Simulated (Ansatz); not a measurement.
## NO on Fe(100): change of the work function

How does NO on the hollow site change the work function of Fe(100) as the layer fills?

Method: plane-wave DFT, PBE, Ansatz PAW, in the first sound run; inputs show where later runs differ, in Ansatz 0.2.0.

### Step 1. Set-up

The cell holds 5 atoms: 5 Fe. Its edges and angles: a = 2.870 Å, b = 2.870 Å, c = 23.740 Å, α = 90.0°, β = 90.0°, γ = 90.0°. Vacuum lies along c.

### Step 2. The clean slab

The bare slab comes first, as the zero from which every change is counted. The two lowest layers are held at bulk places and the upper ones relax. The dipole correction removes the false field that a one-sided slab makes across the periodic vacuum, so each face gets a flat vacuum level of its own.

Contents of input.yaml:

```yaml
crystal:
  lattice:
    - [2.87, 0.0, 0.0]
    - [0.0, 2.87, 0.0]
    - [0.0, 0.0, 23.74]
  atoms:
    - { symbol: Fe, position: [0.0, 0.0, 0.3791069924], spin: 2.5 }
    - { symbol: Fe, position: [0.5, 0.5, 0.4395534962], spin: 2.5 }
    - { symbol: Fe, position: [0.0, 0.0, 0.5], spin: 2.5 }
    - { symbol: Fe, position: [0.5, 0.5, 0.5604465038], spin: 2.5 }
    - { symbol: Fe, position: [0.0, 0.0, 0.6208930076], spin: 2.5 }
magnetization:
  spin_polarized: true
kpoints:
  mp_grid: { grid: [10, 10, 1] }
hamiltonian:
  xc: pbe
scf:
  occupations: { method: fermi_dirac, width: 0.1 }
  convergence: { dr2_threshold: 1.0e-08 }
efield:
  axis: 3
  dipole_correction: true
  ramp_position: 0.97
  ramp_width: 0.06
relax:
  f_tol: 0.02
  max_steps: 60
  constraints: [{ sites: [0, 1] }]
output:
  write_potential: true
  write_density: true
  volumetric_format: npy
```

Run with:

```console
$ ansatz run input.yaml --threads 4 --pin off --max-ram 12288MiB --backend cpu --events-out ev --progress --plain --runs-dir out
```

Numbers of over 12 decimals in the logs are rounded to 6 here.

What it wrote:

```text
Engine: ansatz 0.2.0, x86_64-unknown-linux-gnu
Pseudopotentials: kind: paw
Pseudopotential: Fe, paw, valence charge 16, recommended cutoff 420 eV (normal), Fe.paw.azcp
Functional definition: PBE
  parameter kappa = 0.804
  parameter beta = 0.066725
  exchange = pbe_x(kappa = kappa, mu = beta*pi^2/3)
  correlation = pbe_c(beta = beta)
Crystal: 5 atoms, lattice volume = 195.544 Å³
Basis set: ecut = 420 eV, 3827 PW (Γ), exchange–correlation on 40×40×320 points (8 copies of the dense FFT grid, shifted against one another)
Bands: 56, of which v1, the nominal top of the filled ones, is band 40 counted from 1 (39 counted from 0)
Symmetry: 8 space group operations
k-points: 21 of 100
Non-local potential: Fe, projectors of the file, l = 0: 3, l = 1: 2, l = 2: 3, l = 3: 1
PAW form: soft (Blöchl's): semilocal exchange-correlation on the pseudo side does not see the compensation charge
PAW one-centre angular grid: Fe, 590 points (default); XC on 64 Gauss nodes
Initial density: superposition of atomic densities (neutral atoms: chi_scale 0, normalization atom)
Starting moments: Σ|m| = 12.5 μB on 5 of 5 sites
Initial wavefunctions: pseudopotential atomic-orbital guess
Functional: x = pbe(κ = 0.804, μ = 0.219515), c = pbe(β = 0.066725)
SCF iter   1: F=—  HF=-22399.003503 eV  |F-HF|=—  |Δ(HF+E_count)|=         —  Δρ=4.37e-2 (↑1.80e-2 ↓4.37e-2)  dr2=1.35e1  dr2_m=1.15e0  M=12.634 μB ∫|m|=12.767 μB  β_m=1.00  ethr=3.10e-3  p=0.000 e·Å  D=1.69e-13 V/Å  ΔV_dip=-0.00 eV  dr2_dipole=4.20e-8  V_vac-E_F(+/−)=7.33/7.33 eV  ⟨swp⟩=10.5  Hψ=12217  notcnv=0  defer=27
Mixer restart at iter 1: flushing history
efield: sawtooth ramp at fractional position 0.9700 (set: `efield.ramp_position`, or a place that a band, a saddle search or an elastic batch's reference lends), width 0.0600; the density the first Hamiltonian is built on has a dipole p = 0.000 e·Å; the dipole correction subtracts the counter field D = 1.69e-13 V/Å, which shifts the + side's vacuum level by -0.00 eV against the − side's; the planar-averaged density in the ramp window peaks in size at 5.2e-7 e/Å³
preconditioner: auto → LDOS  [metal: Δε(μ)=0.007 eV  Ē_g=6.349 eV  σ=0.100 eV  W_gap=0.02  n_scr=44 (ndim 8)  ℏωp=16.8 eV  f_vac=0.612  D(μ)=7.07/eV (n_scr^D=62)]
spin=Collinear: LDOS preconditioning applied to the charge; magnetization (m = ρ↑ − ρ↓) channel mixes plain (no charge-response kernel on spin).
SCF iter   2: F=—  HF=-22397.245950 eV  |F-HF|=—  |Δ(HF+E_count)|=    1.76e0  Δρ=1.34e-2 (↑1.34e-2 ↓1.11e-2)  dr2=2.59e0  dr2_m=1.32e-1  M=12.888 μB ∫|m|=13.263 μB  β_m=0.36  ethr=3.10e-3  p=-0.000 e·Å  D=-2.88e-6 V/Å  ΔV_dip=0.00 eV  dr2_dipole=3.54e-10  V_vac-E_F(+/−)=5.73/5.73 eV  ⟨swp⟩=3.1  Hψ=4350  notcnv=0  defer=109
density mixer auto → msr1: a metal under ldos (density of states about μ 2.82 of a free-electron gas's, 44 screened modes)
SCF iter   3: F=—  HF=-22398.654337 eV  |F-HF|=—  |Δ(HF+E_count)|=    1.41e0  Δρ=6.93e-3 (↑6.93e-3 ↓4.42e-3)  dr2=2.25e-1  dr2_m=2.80e-2  M=12.936 μB ∫|m|=13.432 μB  β_m=0.46  ethr=3.10e-3  p=-0.000 e·Å  D=-2.69e-6 V/Å  ΔV_dip=0.00 eV  dr2_dipole=9.99e-11  V_vac-E_F(+/−)=4.59/4.59 eV  ⟨swp⟩=2.8  Hψ=3467  notcnv=0  defer=109
SCF iter   4: F=—  HF=-22399.651566 eV  |F-HF|=—  |Δ(HF+E_count)|=         —  Δρ=7.29e-3 (↑7.29e-3 ↓5.75e-3)  dr2=4.31e-2  dr2_m=6.48e-2  M=13.322 μB ∫|m|=13.873 μB  β_m=0.46  ethr=2.81e-4  p=-0.000 e·Å  D=-2.73e-6 V/Å  ΔV_dip=0.00 eV  dr2_dipole=8.08e-10  V_vac-E_F(+/−)=3.98/3.98 eV  ⟨swp⟩=3.2  Hψ=4234  notcnv=0  defer=104
SCF iter   5: F=—  HF=-22399.843924 eV  |F-HF|=—  |Δ(HF+E_count)|=   1.92e-1  Δρ=3.26e-3 (↑3.26e-3 ↓2.72e-3)  dr2=1.19e-2  dr2_m=1.36e-2  M=13.297 μB ∫|m|=13.869 μB  β_m=0.64  ethr=5.39e-5  p=0.000 e·Å  D=1.64e-7 V/Å  ΔV_dip=-0.00 eV  dr2_dipole=1.98e-10  V_vac-E_F(+/−)=3.79/3.79 eV  ⟨swp⟩=2.6  Hψ=4895  notcnv=0  defer=103
SCF iter   6: F=—  HF=-22399.878917 eV  |F-HF|=—  |Δ(HF+E_count)|=   3.50e-2  Δρ=2.03e-3 (↑2.03e-3 ↓1.44e-3)  dr2=5.84e-3  dr2_m=3.98e-3  M=13.344 μB ∫|m|=13.919 μB  β_m=0.73  ethr=1.49e-5  p=0.000 e·Å  D=4.42e-7 V/Å  ΔV_dip=-0.00 eV  dr2_dipole=3.62e-13  V_vac-E_F(+/−)=3.83/3.83 eV  ⟨swp⟩=2.6  Hψ=4731  notcnv=0  defer=105
SCF iter   7: F=—  HF=-22399.879975 eV  |F-HF|=—  |Δ(HF+E_count)|=   1.06e-3  Δρ=5.22e-4 (↑5.22e-4 ↓3.80e-4)  dr2=5.49e-4  dr2_m=1.84e-4  M=13.333 μB ∫|m|=13.913 μB  β_m=0.76  ethr=7.30e-6  p=0.000 e·Å  D=5.11e-7 V/Å  ΔV_dip=-0.00 eV  dr2_dipole=2.37e-12  V_vac-E_F(+/−)=3.82/3.82 eV  ⟨swp⟩=2.1  Hψ=4009  notcnv=0  defer=105
SCF iter   8: F=—  HF=-22399.880296 eV  |F-HF|=—  |Δ(HF+E_count)|=   3.21e-4  Δρ=2.46e-4 (↑2.46e-4 ↓2.37e-4)  dr2=2.20e-4  dr2_m=3.22e-5  M=13.336 μB ∫|m|=13.918 μB  β_m=0.72  ethr=6.87e-7  p=0.000 e·Å  D=2.51e-7 V/Å  ΔV_dip=-0.00 eV  dr2_dipole=1.37e-11  V_vac-E_F(+/−)=3.83/3.83 eV  ⟨swp⟩=3.4  Hψ=4943  notcnv=0  defer=106
SCF iter   9: F=—  HF=-22399.880313 eV  |F-HF|=—  |Δ(HF+E_count)|=   1.73e-5  Δρ=9.58e-5 (↑8.22e-5 ↓9.58e-5)  dr2=2.78e-5  dr2_m=8.75e-6  M=13.339 μB ∫|m|=13.921 μB  β_m=0.86  ethr=2.75e-7  p=0.000 e·Å  D=8.87e-8 V/Å  ΔV_dip=-0.00 eV  dr2_dipole=1.55e-11  V_vac-E_F(+/−)=3.83/3.83 eV  ⟨swp⟩=2.1  Hψ=3752  notcnv=0  defer=110
SCF iter  10: F=—  HF=-22399.880329 eV  |F-HF|=—  |Δ(HF+E_count)|=   1.57e-5  Δρ=6.14e-5 (↑6.14e-5 ↓2.52e-5)  dr2=1.06e-5  dr2_m=1.01e-6  M=13.340 μB ∫|m|=13.922 μB  β_m=0.75  ethr=3.47e-8  p=0.000 e·Å  D=8.05e-8 V/Å  ΔV_dip=-0.00 eV  dr2_dipole=2.32e-11  V_vac-E_F(+/−)=3.83/3.83 eV  ⟨swp⟩=2.1  Hψ=4072  notcnv=0  defer=110
SCF iter  11: F=—  HF=-22399.880327 eV  |F-HF|=—  |Δ(HF+E_count)|=   2.05e-6  Δρ=3.46e-5 (↑3.46e-5 ↓2.11e-5)  dr2=3.10e-6  dr2_m=4.92e-7  M=13.340 μB ∫|m|=13.922 μB  β_m=0.69  ethr=1.32e-8  p=-0.000 e·Å  D=-2.85e-9 V/Å  ΔV_dip=0.00 eV  dr2_dipole=5.06e-12  V_vac-E_F(+/−)=3.83/3.83 eV  ⟨swp⟩=2.4  Hψ=3920  notcnv=0  defer=110
SCF iter  12: F=—  HF=-22399.880327 eV  |F-HF|=—  |Δ(HF+E_count)|=   2.25e-7  Δρ=4.90e-6 (↑4.75e-6 ↓4.90e-6)  dr2=6.18e-8  dr2_m=2.70e-8  M=13.340 μB ∫|m|=13.922 μB  β_m=0.84  ethr=3.87e-9  p=0.000 e·Å  D=3.51e-8 V/Å  ΔV_dip=-0.00 eV  dr2_dipole=2.66e-12  V_vac-E_F(+/−)=3.84/3.84 eV  ⟨swp⟩=2.8  Hψ=3784  notcnv=0  defer=108
SCF iter  13: F=—  HF=-22399.880327 eV  |F-HF|=—  |Δ(HF+E_count)|=   9.23e-8  Δρ=1.65e-6 (↑1.65e-6 ↓1.07e-6)  dr2=9.77e-9  dr2_m=1.95e-9  M=13.340 μB ∫|m|=13.922 μB  β_m=0.87  ethr=7.72e-11  p=-0.000 e·Å  D=-3.43e-8 V/Å  ΔV_dip=0.00 eV  dr2_dipole=2.86e-12  V_vac-E_F(+/−)=3.84/3.84 eV  ⟨swp⟩=2.9  Hψ=4346  notcnv=0  defer=108
[...]
spin=Collinear: LDOS preconditioning applied to the charge; magnetization (m = ρ↑ − ρ↓) channel mixes plain (no charge-response kernel on spin).
SCF iter   2: F=—  HF=-22399.901306 eV  |F-HF|=—  |Δ(HF+E_count)|=   5.65e-3  Δρ=7.65e-4 (↑7.18e-4 ↓7.65e-4)  dr2=5.65e-3  dr2_m=1.54e-4  M=13.227 μB ∫|m|=13.785 μB  β_m=0.32  ethr=2.71e-5  p=0.001 e·Å  D=5.24e-4 V/Å  ΔV_dip=-0.01 eV  dr2_dipole=6.35e-4  V_vac-E_F(+/−)=3.82/3.83 eV  ⟨swp⟩=2.0  Hψ=3723  notcnv=0  defer=107
density mixer auto → msr1: a metal under ldos (density of states about μ 2.50 of a free-electron gas's, 44 screened modes)
SCF iter   3: F=—  HF=-22399.900967 eV  |F-HF|=—  |Δ(HF+E_count)|=   3.39e-4  Δρ=7.20e-4 (↑7.20e-4 ↓3.88e-4)  dr2=1.64e-3  dr2_m=3.29e-4  M=13.224 μB ∫|m|=13.780 μB  β_m=0.59  ethr=7.06e-6  p=0.001 e·Å  D=5.33e-4 V/Å  ΔV_dip=-0.01 eV  dr2_dipole=2.23e-4  V_vac-E_F(+/−)=3.82/3.83 eV  ⟨swp⟩=1.4  Hψ=2453  notcnv=0  defer=108
SCF iter   4: F=—  HF=-22399.901537 eV  |F-HF|=—  |Δ(HF+E_count)|=   5.70e-4  Δρ=3.39e-4 (↑3.39e-4 ↓1.78e-4)  dr2=2.35e-4  dr2_m=1.05e-4  M=13.220 μB ∫|m|=13.775 μB  β_m=0.69  ethr=2.05e-6  p=-0.000 e·Å  D=-7.00e-5 V/Å  ΔV_dip=0.00 eV  dr2_dipole=7.90e-5  V_vac-E_F(+/−)=3.83/3.83 eV  ⟨swp⟩=2.0  Hψ=3512  notcnv=0  defer=108
SCF iter   5: F=—  HF=-22399.901521 eV  |F-HF|=—  |Δ(HF+E_count)|=   1.63e-5  Δρ=1.20e-4 (↑8.78e-5 ↓1.20e-4)  dr2=3.60e-5  dr2_m=8.21e-6  M=13.220 μB ∫|m|=13.776 μB  β_m=0.72  ethr=2.94e-7  p=-0.001 e·Å  D=-6.31e-4 V/Å  ΔV_dip=0.01 eV  dr2_dipole=3.02e-7  V_vac-E_F(+/−)=3.85/3.83 eV  ⟨swp⟩=2.5  Hψ=4012  notcnv=0  defer=108
SCF iter   6: F=—  HF=-22399.901529 eV  |F-HF|=—  |Δ(HF+E_count)|=   8.21e-6  Δρ=1.37e-4 (↑1.37e-4 ↓4.35e-5)  dr2=3.25e-5  dr2_m=8.17e-6  M=13.219 μB ∫|m|=13.774 μB  β_m=0.62  ethr=4.50e-8  p=-0.001 e·Å  D=-8.21e-4 V/Å  ΔV_dip=0.02 eV  dr2_dipole=1.75e-6  V_vac-E_F(+/−)=3.85/3.83 eV  ⟨swp⟩=2.6  Hψ=4441  notcnv=0  defer=107
SCF iter   7: F=—  HF=-22399.901519 eV  |F-HF|=—  |Δ(HF+E_count)|=   1.03e-5  Δρ=2.52e-5 (↑2.52e-5 ↓1.43e-5)  dr2=9.01e-7  dr2_m=5.90e-7  M=13.220 μB ∫|m|=13.774 μB  β_m=0.75  ethr=4.06e-8  p=-0.001 e·Å  D=-9.66e-4 V/Å  ΔV_dip=0.02 eV  dr2_dipole=1.26e-7  V_vac-E_F(+/−)=3.85/3.83 eV  ⟨swp⟩=2.4  Hψ=3818  notcnv=0  defer=107
SCF iter   8: F=—  HF=-22399.901519 eV  |F-HF|=—  |Δ(HF+E_count)|=   3.89e-7  Δρ=1.53e-5 (↑1.53e-5 ↓1.23e-5)  dr2=8.65e-7  dr2_m=1.17e-7  M=13.220 μB ∫|m|=13.774 μB  β_m=0.63  ethr=1.13e-9  p=-0.001 e·Å  D=-1.03e-3 V/Å  ΔV_dip=0.02 eV  dr2_dipole=2.43e-8  V_vac-E_F(+/−)=3.86/3.83 eV  ⟨swp⟩=2.6  Hψ=4448  notcnv=0  defer=107
SCF iter   9: F=—  HF=-22399.901519 eV  |F-HF|=—  |Δ(HF+E_count)|=   8.37e-8  Δρ=4.37e-6 (↑2.91e-6 ↓4.37e-6)  dr2=6.64e-8  dr2_m=1.32e-8  M=13.220 μB ∫|m|=13.774 μB  β_m=0.62  ethr=1.08e-9  p=-0.001 e·Å  D=-1.05e-3 V/Å  ΔV_dip=0.02 eV  dr2_dipole=5.79e-9  V_vac-E_F(+/−)=3.86/3.83 eV  ⟨swp⟩=2.2  Hψ=3660  notcnv=0  defer=107
SCF iter  10: F=—  HF=-22399.901519 eV  |F-HF|=—  |Δ(HF+E_count)|=   1.80e-8  Δρ=3.85e-6 (↑3.85e-6 ↓1.51e-6)  dr2=3.15e-8  dr2_m=3.97e-9  M=13.220 μB ∫|m|=13.774 μB  β_m=0.51  ethr=8.30e-11  p=-0.001 e·Å  D=-1.05e-3 V/Å  ΔV_dip=0.02 eV  dr2_dipole=2.82e-10  V_vac-E_F(+/−)=3.86/3.83 eV  ⟨swp⟩=2.7  Hψ=4181  notcnv=0  defer=107
SCF iter  11: F=—  HF=-22399.901519 eV  |F-HF|=—  |Δ(HF+E_count)|=   7.31e-9  Δρ=7.36e-7 (↑7.36e-7 ↓6.38e-7)  dr2=1.20e-9  dr2_m=3.54e-10  M=13.220 μB ∫|m|=13.774 μB  β_m=0.50  ethr=3.94e-11  p=-0.001 e·Å  D=-1.06e-3 V/Å  ΔV_dip=0.03 eV  dr2_dipole=1.79e-12  V_vac-E_F(+/−)=3.86/3.83 eV  ⟨swp⟩=2.6  Hψ=3940  notcnv=0  defer=107
SCF iter  12: F=-22399.901519 eV  HF=-22399.901519 eV  |F-HF|=2.85e-9  |Δ(HF+E_count)|=   6.87e-9  Δρ=1.27e-6 (↑3.92e-7 ↓1.27e-6)  dr2=7.23e-9  dr2_m=5.33e-10  M=13.220 μB ∫|m|=13.774 μB  ethr=1.49e-12  p=-0.001 e·Å  D=-1.05e-3 V/Å  ΔV_dip=0.03 eV  dr2_dipole=5.05e-10  V_vac-E_F(+/−)=3.86/3.83 eV  ⟨swp⟩=5.6  Hψ=12961  notcnv=0
SCF 3 converged in 12 iterations: F = -22399.901519 eV  dr2 = 7.23e-9
relax step   3: F+E_penalty+E_count = -22399.90151914 eV  Δ(F+E_penalty+E_count) = -6.180e-3 eV  max|allowed force component| = 1.745e-2 eV/Å  Δτ_max = 0.0544 Å  (12 SCF iters, accepted)
NSCF: frozen V_eff on 21 k-points
the band table was solved once a step of the walk had ended and its energy, with any forces and stress, was formed, with the checks that follow a solve (13229 applications of the Hamiltonian). They found nothing against the state; the energy, forces and stress were not computed again (output.eigenvalues in the input reference)
WARN: The output density's exchange-correlation potential varies sharply where the density is thin. Do not read a vacuum level from v_tot or v_xc, or from such a field of the output density. On a cell that repeats whose density bears no net charge and no dipole along the vacuum's axis use v_es (v_loc + v_h of the components); under efield.dipole_correction with no amplitude use v_es + v_field, which holds any externa [...]
SCF converged after 12 iterations
Magnetization: 13.2196 μB (46.6098 up, 33.3902 down)
Absolute magnetization: 13.7748 μB (∫|ρ↑−ρ↓|, with the PAW one-centre terms)
Spin contamination: 0.2269 ħ² per cell (⟨S²⟩ above its minimum at these occupations)
Per-site moments (μB) at R_I (Å): [(2.971256, 1.025266), (2.378408, 1.021197), (2.502535, 1.021197), (2.306178, 1.004050), (2.917646, 1.004050)]
Free energy (F): -22399.901519 eV
Harris-Foulkes:  -22399.901519 eV  (|F-HF|=2.85e-9)
Internal energy: -22399.717438 eV  (E = F + TS)
E sigma→0 (E₀):  -22399.809478 eV
Entropy (-TS):   -0.184082 eV (-36.816 meV/atom)
Fermi energy:    2.830637 eV
Dipole field:    D = -0.001085 V/Å  (p = -0.001173 e·Å, saw-weighted, corrected)
Work function:   Φ+ = 3.8562 eV   Φ− = 3.8304 eV
Levels:          The Fermi level and band energies are counted from a zero that moves with the ramp; work functions are not
--- Per-component energies (eV) ---
  E_band       = -2318.881883
  E_kinetic    = 1740.074473
  E_local      = -149140.456422  (includes V_loc(G=0)·N_el)
  E_nonlocal   = 1108.494207
  E_hartree    = 73116.069739
  E_xc         = -582.133587
  E_vxc        = -749.021386  (∫ρ·V_xc dr)
  E_paw        = -6841.218718  (= ΣΔE_a)
  E_vpaw       = -1510.109334  (= ΣTr[D̂ρ^β])
  E_aug_tail   = 0.004031  (compensation charges beyond the density's cutoff)
  E_efield     = 0.000001  (sawtooth field / dipole correction)
  E_vefield    = -0.002344  (∫n·V_field dr)
  E_ewald      = 58199.448839
  E_smearing   = -0.184082  (= −TS)
  E_closure    = -0.000000  (closes the sum)
  Σ components = -22399.901519   (vs F -22399.901519, Δ=0.00e0)
--- Forces (eV/Å), atoms counted from 1 ---
  atom   1  Fe    -0.00000000     0.00000000     0.44640979
  atom   2  Fe     0.00000000     0.00000000    -0.44527161
  atom   3  Fe    -0.00000000     0.00000000    -0.00422110
  atom   4  Fe    -0.00000000     0.00000000    -0.01435387
  atom   5  Fe    -0.00000000     0.00000000     0.01744714
  max |Σ_I F_I| component: 1.04e-5 eV/Å
--- Band table (eV; the first three rows and the last of 42) ---
  k-point 0 ↑: bands = [... 36 lower, 0.7054, 0.8088, 0.9244, 1.2657, 1.4139, 1.4694, 1.4694, 1.8781, ... 12 higher]
  k-point 1 ↑: bands = [... 36 lower, 0.9404, 0.9430, 0.9953, 1.1268, 1.4384, 1.4458, 1.7296, 1.8519, ... 12 higher]
  k-point 2 ↑: bands = [... 36 lower, 1.0355, 1.0810, 1.1540, 1.3622, 1.4440, 1.4691, 1.8594, 1.8829, ... 12 higher]
  k-point 20 ↓: bands = [... 36 lower, 4.1769, 4.5081, 4.6201, 4.6580, 4.6787, 4.7452, 4.7685, 4.8144, ... 12 higher]
--- Relaxed structure (3 steps of the walk, 3 accepted, 0 SCFs on fresh bases) ---
  F+E_penalty+E_count = -22399.90151914 eV   max|allowed force component| = 1.745e-2 eV/Å
  atoms:
    - { symbol: Fe, position: [0.0, 0.0, 0.3791069924] }
    - { symbol: Fe, position: [0.5, 0.5, 0.4395534962] }
    - { symbol: Fe, position: [0, 0.0, 0.499278] }
    - { symbol: Fe, position: [0.5, 0.5, 0.559881] }
    - { symbol: Fe, position: [0, 0.0, 0.616492] }
```

It took 35 s on 4 threads of Intel Xeon 6975P-C (Granite Rapids), shared host; peak memory 0.86 GiB.

Step by step:

```csv
step,energy less that of the first step (eV),largest force component (eV/Å)
1,0.0000,0.4526
2,-0.0150,0.2499
3,-0.0212,0.0174
```

Forces are held to the 8 operations that the run works with; a distortion that breaks them can't arise in this run.

The atoms that moved most (Å):

```csv
atom,dx,dy,dz,length
Fe5,0.000,0.000,-0.104,0.104
Fe3,0.000,0.000,-0.017,0.017
Fe4,0.000,0.000,-0.013,0.013
```

This step gave:

| Item | Value |
| --- | --- |
| energy at zero smearing | -22399.8095 eV |
| total moment | 13.22 μB |
| site moments | 2.971, 2.378, 2.503, 2.306, 2.918 μB |
| work function, upper face | 3.856 eV |
| work function, lower face | 3.830 eV |
| dipole along the normal | -0.001173 e·Å |
| step between the vacuum levels | 0.02577 eV |

Running mean over 1.435 Å of the planar mean; the ramp of the sawtooth is left out. Electron's electrostatic potential energy less the Fermi level against z:

z (Å), electron's electrostatic potential energy less the Fermi level (eV) and a bar from the least value:
```
      3.0        3.8 ##############################
      3.5        3.8 ##############################
      4.0        3.8 ##############################
      4.5        3.8 ##############################
      5.0        3.8 ##############################
      5.5        3.8 ##############################
      6.0        3.8 ##############################
      6.5        3.7 ##############################
      7.0        3.4 #############################
      7.5        2.4 ###########################
      8.0       -0.9 ####################
      8.5       -5.8 ##########
      9.0       -9.0 ###
      9.5       -9.6 ##
     10.0       -9.6 ##
     10.5       -9.6 ##
     11.0       -9.7 ##
     11.5       -9.7 ##
     12.0       -9.6 ##
     12.5       -9.5 ##
     13.0       -9.6 ##
     13.5      -10.2 #
     14.0      -10.5 
     14.5       -9.8 #
     15.0       -7.1 #######
     15.5       -2.2 #################
     16.0        1.9 ##########################
     16.5        3.3 #############################
     17.0        3.7 ##############################
     17.5        3.8 ##############################
     18.0        3.8 ##############################
     18.5        3.9 ##############################
     19.0        3.9 ##############################
     19.5        3.9 ##############################
     20.0        3.9 ##############################
     20.5        3.9 ##############################
```

Site moment by atom:

```csv
atom,site moment (μB)
Fe1,2.97
Fe2,2.38
Fe3,2.50
Fe4,2.31
Fe5,2.92
```

The relaxation took 3 steps and lowered the energy by 0.021 eV; the largest force on the free atoms ends at 0.017 eV/Å.

The work function of the upper face is 3.86 eV.

[end of part 1 of 5]

[Logs are printed without paths, hosts, clocks, repeated set-up lines and the standing remarks that a program may print on its own settings, such as how far it seeks lower states.]

[Hosts, paths, dates, database ids (printed as entryN), source tags and the programs' standing remarks are cut or masked in the printed files.]

[Maps of the electrostatic potential energy from Ansatz leave out the sawtooth potential of an applied field or a dipole correction, so their vacuum need not be flat; planar profiles and work functions include it.]
